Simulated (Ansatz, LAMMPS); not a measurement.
# Amorphous polyisobutylene (as short chains C22H46), from a frame at 640 K (136 atoms): geometry optimisation

Wanted: the relaxed structure of amorphous polyisobutylene (as short chains C22H46), from a frame at 640 K (136 atoms) and its electronic structure.

Method: Kohn-Sham DFT, PBE+D3(BJ), PAW (set soft_2), plane waves, in Ansatz 0.2.0.

### Step 1. Starting point

The cell holds 136 atoms: 44 C and 92 H. Its edges and angles: a = 11.429 Å, b = 11.429 Å, c = 11.429 Å, α = 90.0°, β = 90.0°, γ = 90.0°. 2 polyisobutylene chains of 5 units with methyl end groups placed at random, at 0.691 g/cm³; overlaps pushed apart, then 20 ps at 800 K with MMFF94 bonds, angles, torsions, charges and radii (Halgren, J. Comput. Chem. 17, 490 (1996)) in harmonic and 12-6 forms. Snapshot after 30 ps at 640 K and fixed volume.

Before any run, some limits are plain. The network of contacts between molecules at the start is that of the classical potential that made the cell. The density was typed from a rule of thumb and may lie off the real one at this temperature. The Brillouin zone is sampled at Γ only, in a cell whose shortest periodic width is 11 Å.

### Step 2. Single point at the start

A single point comes first, to see the forces before anything moves.

input.yaml reads:

```yaml
crystal:
  lattice:
    - [11.42893, 0.0, 0.0]
    - [0.0, 11.42893, 0.0]
    - [0.0, 0.0, 11.42893]
  atoms:
    - { symbol: C, position: [0.36452, 0.44446, 0.33948] }
    - { symbol: C, position: [0.44479, 0.4921, 0.4259] }
    - { symbol: C, position: [0.53484, 0.42252, 0.4904] }
    - { symbol: C, position: [0.46217, 0.3485, 0.57176] }
    [... 126 atom lines left out ...]
    - { symbol: H, position: [0.58502, 0.10406, 0.52937] }
    - { symbol: H, position: [0.50791, 0.06028, 0.6428] }
    - { symbol: H, position: [0.6133, 0.1666, 0.65017] }
    - { symbol: H, position: [0.63699, 0.82056, 0.53752] }
    - { symbol: H, position: [0.75694, 0.87883, 0.48375] }
    - { symbol: H, position: [0.61368, 0.95491, 0.44951] }
kpoints:
  mp_grid: { grid: [1, 1, 1] }
hamiltonian:
  xc: pbe
  dispersion: d3bj
scf:
  occupations: { method: fixed }
output:
  forces: true
  stress: true
  populations: intrinsic
  dos:
    method: { smearing: { sigma: 0.1 } }
    de: 0.1
    projected: { site_lists: { C: [C], H: [H] } }
  eigenvalues: true
```

Run with:

```
ansatz run input.yaml --threads 4 --pin off --max-ram 8192MiB --backend cpu --events-out ev --progress --plain --runs-dir out
```

Wall time 14 s (4 threads of Arm Neoverse V2, shared host); peak memory 1.5 GiB; 53 s of CPU time.

Numbers from this run:

| Item | Value |
| --- | --- |
| free energy | -12518.4527 eV |
| free energy per atom | -92.0474 eV/atom |
| SCF cycles | 9 |
| pressure | 2.848 GPa |
| r.m.s. force component | 1.189 eV/Å |
| longest force | 6.234 eV/Å |
| Fermi energy | -2.534 eV |
| gap (highest filled to lowest empty level) | 5.006 eV |

The r.m.s. force component of 1.2 eV/Å and the pressure of 2.8 GPa set the starting point.

Length of the force by element:

| element | coordination | atoms | mean length of the force (eV/Å) | spread | least | most |
| --- | --- | --- | --- | --- | --- | --- |
| C | all | 44 | 2.55 | 1.14 | 0.489 | 6.23 |
| H | all | 92 | 1.39 | 0.774 | 0.309 | 4.41 |

### Step 3. Relaxation

The atoms are relaxed in the fixed cell, aiming at the force tolerance of the input.

input.yaml, the sections that differ from step 2:

```yaml
output:
  forces: true
relax:
  f_tol: 0.03
  max_steps: 200
# crystal, kpoints, hamiltonian, scf: as in step 2
```

Wall time 1.7 min (4 threads); peak memory 1.3 GiB; 6.6 min of CPU time.

The steps of the relaxation:

```csv
step,energy less that of the first step (eV),largest force component (eV/Å)
1,0.0000,5.4092
2,-8.4782,1.6776
3,-9.9972,0.5968
4,-10.4123,0.3418
5,-10.7022,0.1800
6,-10.8506,0.1333
7,-10.9273,0.2661
8,-10.9776,0.1945
9,-11.0148,0.0844
10,-11.0298,0.0959
11,-11.0433,0.0575
12,-11.0513,0.0458
13,-11.0578,0.0506
14,-11.0623,0.0541
15,-11.0644,0.0506
16,-11.0669,0.0386
17,-11.0685,0.0170
18,-11.0700,0.0201
19,-11.0711,0.0386
20,-11.0722,0.0307
21,-11.0732,0.0179
22,-11.0738,0.0161
```

The atoms that moved most (Å):

```
atom      dx      dy      dz  length
 H28  -1.098   0.833  -0.383   1.430
H100   0.548  -0.845   0.799   1.285
 H55  -0.894  -0.189   0.831   1.236
 H29   0.003   1.179   0.090   1.183
H115   0.796   0.728   0.395   1.149
 H98  -0.432  -0.933  -0.437   1.118
 H26   0.069   0.866  -0.649   1.084
 H96  -0.312  -1.009   0.243   1.083
```

The relaxation changed the energy by -81.4 meV/atom, and atoms moved by 0.64 Å r.m.s., 1.4 Å at most.

### Step 4. Structure statistics after relaxation

Bonds before and after, by the cutoffs listed below:

| pair | bonds before | bonds after | mean before (Å) | mean after (Å) | spread before (Å) | spread after (Å) |
| --- | --- | --- | --- | --- | --- | --- |
| H-C | 92 | 92 | 1.093 | 1.099 | 0.043 | 0.002 |
| C-C | 42 | 42 | 1.532 | 1.548 | 0.042 | 0.011 |

Density 0.691 g/cm³, 10.98 Å³ an atom.

Pair distribution functions g(r), in bins of 0.2 Å:

```csv
r (Å),total,H-H,H-C,C-C
1.00,4.00,0.00,9.15,0.00
1.20,1.01,0.00,2.32,0.00
1.40,0.00,0.00,0.00,0.00
1.60,1.13,0.00,0.00,10.80
1.80,1.68,3.67,0.00,0.00
2.00,0.09,0.20,0.00,0.00
2.20,1.89,0.78,3.49,0.00
2.40,1.21,1.84,0.22,2.62
2.60,1.60,1.07,1.73,3.33
2.80,1.32,0.75,2.08,0.64
3.00,1.03,0.87,1.42,0.07
3.20,0.89,0.94,0.66,1.59
3.40,1.12,0.63,1.62,1.17
3.60,1.02,1.34,0.87,0.33
3.80,1.01,1.78,0.40,0.22
4.00,0.83,0.93,0.67,1.08
4.20,0.92,0.92,1.01,0.59
4.40,0.94,0.92,1.09,0.41
4.60,0.97,0.92,0.97,1.18
4.80,0.90,0.83,0.90,1.18
5.00,1.02,1.04,1.06,0.81
5.20,0.92,1.04,0.89,0.50
5.40,0.95,0.95,0.96,0.89
5.60,0.96,0.90,1.00,1.03
```

Bonds by pair of elements; cutoffs follow the first minimum of g(r), held within bounds set by covalent radii, and pairs that aren't listed don't count as bonded:

```
pair A-B  cutoff (Å)  bonds  mean length (Å)  spread (Å)  shortest (Å)  B about A  A about B
     H-C        1.34     92             1.10       0.002          1.09          1       2.09
     C-C        1.85     42             1.55       0.011          1.53       1.91       1.91
```

How many atoms have how many bonded neighbours:

```
element  mean   1   4
      C     4   0  44
      H     1  92   0
```

Bond angles, per cent of each kind in bins of 5°:

```csv
angle (°),C-C-H,H-C-H,C-C-C
100–105,4.5,2.4,5.7
105–110,38.4,97.6,42.9
110–115,57.1,0.0,34.3
115–120,0.0,0.0,5.7
120–125,0.0,0.0,2.9
125–130,0.0,0.0,8.6
```

Bond angles (no mean is given where the spread exceeds 20°):

| angle | count | mean (°) | spread (°) |
| --- | --- | --- | --- |
| C-C-H | 112 | 110 | 2.5 |
| H-C-H | 82 | 107 | 0.9 |
| C-C-C | 70 | 112 | 6.1 |

By these cutoffs all C atoms have 4 and all H atoms have 1 bonded neighbour. The C-C-H angle averages 110° with a spread of 2°.

### Step 5. Single point at the relaxed geometry

The electronic structure is read at the final geometry, in a run of its own.

input.yaml reads:

```yaml
crystal:
  lattice:
    - [11.42893, 0.0, 0.0]
    - [0.0, 11.42893, 0.0]
    - [0.0, 0.0, 11.42893]
  atoms:
    - { symbol: C, position: [0.35217, 0.47971, 0.30185] }
    - { symbol: C, position: [0.44168, 0.53855, 0.3817] }
    - { symbol: C, position: [0.51507, 0.45787, 0.46262] }
    - { symbol: C, position: [0.43185, 0.39667, 0.54934] }
    [... 126 atom lines left out ...]
    - { symbol: H, position: [0.54033, 0.08368, 0.52246] }
    - { symbol: H, position: [0.47873, 0.996, 0.63477] }
    - { symbol: H, position: [0.54833, 0.13037, 0.66996] }
    - { symbol: H, position: [0.5995, 0.82488, 0.55065] }
    - { symbol: H, position: [0.75296, 0.84137, 0.53219] }
    - { symbol: H, position: [0.65464, 0.92407, 0.44433] }
kpoints:
  mp_grid: { grid: [1, 1, 1] }
hamiltonian:
  xc: pbe
  dispersion: d3bj
scf:
  occupations: { method: fixed }
output:
  forces: true
  stress: true
  populations: true
  dos:
    method: { smearing: { sigma: 0.15 } }
    de: 0.1
    projected: { site_lists: { C: [C], H: [H] } }
  eigenvalues: true
  write_density: true
  write_potential: true
  volumetric_format: npy
  elf: true
```

It took 17 s on 4 threads; peak memory 1.5 GiB; 64 s of CPU time.

The program notes that the exchange-correlation potential is rough where the density is thin.

Read from the output:

| Property | Result |
| --- | --- |
| free energy | -12529.5265 eV |
| free energy per atom | -92.1289 eV/atom |
| SCF cycles | 9 |
| pressure | -0.2199 GPa |
| r.m.s. force component | 0.00413 eV/Å |
| longest force | 0.01859 eV/Å |
| Fermi energy | -2.772 eV |
| gap (highest filled to lowest empty level) | 5.26 eV |
| spilling of the projection | 0.0111 |

Löwdin charges by element (they lack the spilled electrons, 0.022 e an atom on average):

```
element  coordination  atoms  mean charge (e)  spread   least   most
      C           all     44           -0.293   0.219  -0.464  0.099
      H           all     92            0.172  0.0081   0.153  0.195
```

Density of states as counts of states in windows of 1 eV (from the Fermi level), total and the larger projections:

| from (eV) | to (eV) | total | C p | H s | C s |
| --- | --- | --- | --- | --- | --- |
| -14 | -13 | 9.1 | 1.4 | 1.6 | 6.0 |
| -13 | -12 | 4.4 | 0.8 | 0.7 | 2.7 |
| -12 | -11 | 4.0 | 0.6 | 1.1 | 2.3 |
| -11 | -10 | 23.6 | 4.5 | 7.4 | 11.4 |
| -10 | -9 | 16.4 | 3.2 | 4.8 | 8.1 |
| -9 | -8 | 4.0 | 1.0 | 1.3 | 1.7 |
| -8 | -7 | 4.2 | 2.0 | 0.9 | 1.3 |
| -7 | -6 | 10.7 | 5.3 | 2.5 | 2.7 |
| -6 | -5 | 5.9 | 3.1 | 1.5 | 1.1 |
| -5 | -4 | 31.9 | 22.6 | 8.1 | 0.7 |
| -4 | -3 | 29.9 | 20.3 | 8.7 | 0.5 |
| -3 | -2 | 42.0 | 26.2 | 14.9 | 0.4 |
| -2 | -1 | 41.5 | 27.5 | 13.4 | 0.3 |
| -1 | 0 | 31.4 | 23.3 | 7.4 | 0.6 |
| 0 | 1 | 2.4 | 1.9 | 0.5 | 0.0 |
| 1 | 5 | 0.0 | 0.0 | 0.0 | 0.0 |

With fixed occupations the program's Fermi level is the highest filled level; weight inside the gap is the broadening of levels at its edges.

Between -15 and -14 eV lie 7 more states.

The levels nearest the highest filled one (over half full), pooled over k-points and spins:

| level less the highest filled one (eV) | occupation |
| --- | --- |
| -0.383 | 2 |
| -0.281 | 2 |
| -0.253 | 2 |
| -0.192 | 2 |
| -0.0311 | 2 |
| 0 | 2 |
| 5.26 | 0 |
| 6.07 | 0 |
| 6.13 | 0 |
| 6.22 | 0 |
| 6.34 | 0 |
| 6.38 | 0 |

Mean Löwdin charges: C -0.29, H +0.17 e (they miss 1.1 % of the electrons, so they add up to more than the cell's charge). The largest share in the top eV of filled states is C p (75 % of the projected weight), and in the lowest eV of empty states H s (59 % of the projected weight).

### Step 6. Results

```yaml
energy_change_in_the_relaxation: -81.42 meV/atom
r_m_s_displacement: 0.635 Å
largest_displacement: 1.43 Å
free_energy_per_atom: -92.1289 eV/atom
pressure: -0.2199 GPa
r_m_s_force_component: 0.00413 eV/Å
spacing_of_highest_filled_and_lowest_empty_level: 5.26 eV
wall_time_of_the_3_dft_runs: 2.3 min
```

Relaxation lowers the energy by 81.4 meV/atom and moves atoms by 0.64 Å r.m.s.; the r.m.s. force component goes from 1.2 to 0.0041 eV/Å, the pressure goes from 2.8 to -0.22 GPa, and the gap from 5.01 to 5.26 eV. By the final cutoffs no bond was broken or made. From the first step to the last the energy fell by 11.074 eV, and the largest move was 1.43 Å (H28). The C-C bonds change most in mean length: from 1.532 Å (spread 0.042) to 1.548 Å (spread 0.011). By these cutoffs all C atoms have 4 and all H atoms have 1 bonded neighbour. Between filled and empty levels lie 5.26 eV (at Γ alone); a semilocal functional tends to put such gaps too low. In a disordered cell it changes from sample to sample, and tail or defect levels can set it.

Caveats: The network of contacts between molecules at the start is that of the classical potential that made the cell; in DFT atoms moved by 0.64 Å r.m.s.

[Logs are printed without paths, hosts, clocks, repeated set-up lines and the standing remarks that a program may print on its own settings, such as how far it seeks lower states.]

[Hosts, paths, dates, database ids (printed as entryN), source tags and the programs' standing remarks are cut or masked in the printed files.]

[The MMFF94 radii named for the starting cell were scaled by 0.96; in molecules described by MMFF94, hydrogen bound to N, O or S took a small fixed 12-6 site in their place.]
